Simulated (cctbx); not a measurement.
**Absolute structure of MgAgAsS3**

Space group I-42m (no. 121), a = 10.8050 Å, b = 10.8050 Å, c = 10.0750 Å, α = 90.00°, β = 90.00°, γ = 90.00°.

```
atom  mult.       x       y       z  Ueq (Å²)
 Ag1      4     1/2       0     1/4    0.0087
 Ag2      4       0       0  0.6613    0.0089
 As1      8  0.2515  0.7485  0.7301    0.0139
  S1      8  0.1288  0.8712  0.8442    0.0126
  S2     16  0.3262  0.1224  0.4034    0.0174
 Mg1      8       0  0.2796       0    0.0147
```

This is a model crystal, built by substitution and not relaxed, with assumed displacement parameters.

Data sets are simulated with cctbx and refined with Bijvoet mates kept apart; Flack x is then fitted as the share of an inverted twin with the atoms fixed, Hooft y from the Bijvoet differences. The group is acentric but holds improper operations, so there is an absolute structure (orientation) and no hand.

Untwinned crystal. What Flack and Hooft values should come out?

| λ (Å) | extinction (unmodelled) | d min (Å) | top counts | error (%) | model | R1 | Flack x | s.u. | Hooft y | s.u. | pairs |
| --- | --- | --- | --- | --- | --- | --- | --- | --- | --- | --- | --- |
| 0.71073 | 0 | 0.77 | 40000 | 3 | as given | 0.0084 | -0.025 | 0.009 | -0.007 | 0.008 | 303 |
| 0.71073 | 0 | 0.77 | 40000 | 3 | inverted | 0.0340 | 1.022 | 0.01 | 1.017 | 0.008 | 303 |
| 1.54184 | 0 | 0.83 | 70000 | 1.5 | as given | 0.0047 | 0.003 | 0.003 | 0.002 | 0.003 | 243 |

With Mo Kα, x is within 3 s.u. of 0, so the absolute structure is right. With Cu Kα, x is within 3 s.u. of 0, so the absolute structure is right. Inverting the model turns x into about 1 − x.

A further crystal gives:

| λ (Å) | extinction (unmodelled) | d min (Å) | top counts | error (%) | model | R1 | Flack x | s.u. | Hooft y | s.u. | pairs |
| --- | --- | --- | --- | --- | --- | --- | --- | --- | --- | --- | --- |
| 1.54184 | 0 | 0.83 | 20000 | 2 | as given | 0.0405 | 0.808 | 0.011 | 0.808 | 0.007 | 243 |

**Question.** What is it?

It was simulated as an inversion twin with a fraction 0.8 of the inverted domain. Flack x is over 3 s.u. from both 0 and 1 and reads that fraction.

[Logs are printed without paths, hosts, clocks, repeated set-up lines and the standing remarks that a program may print on its own settings, such as how far it seeks lower states.]
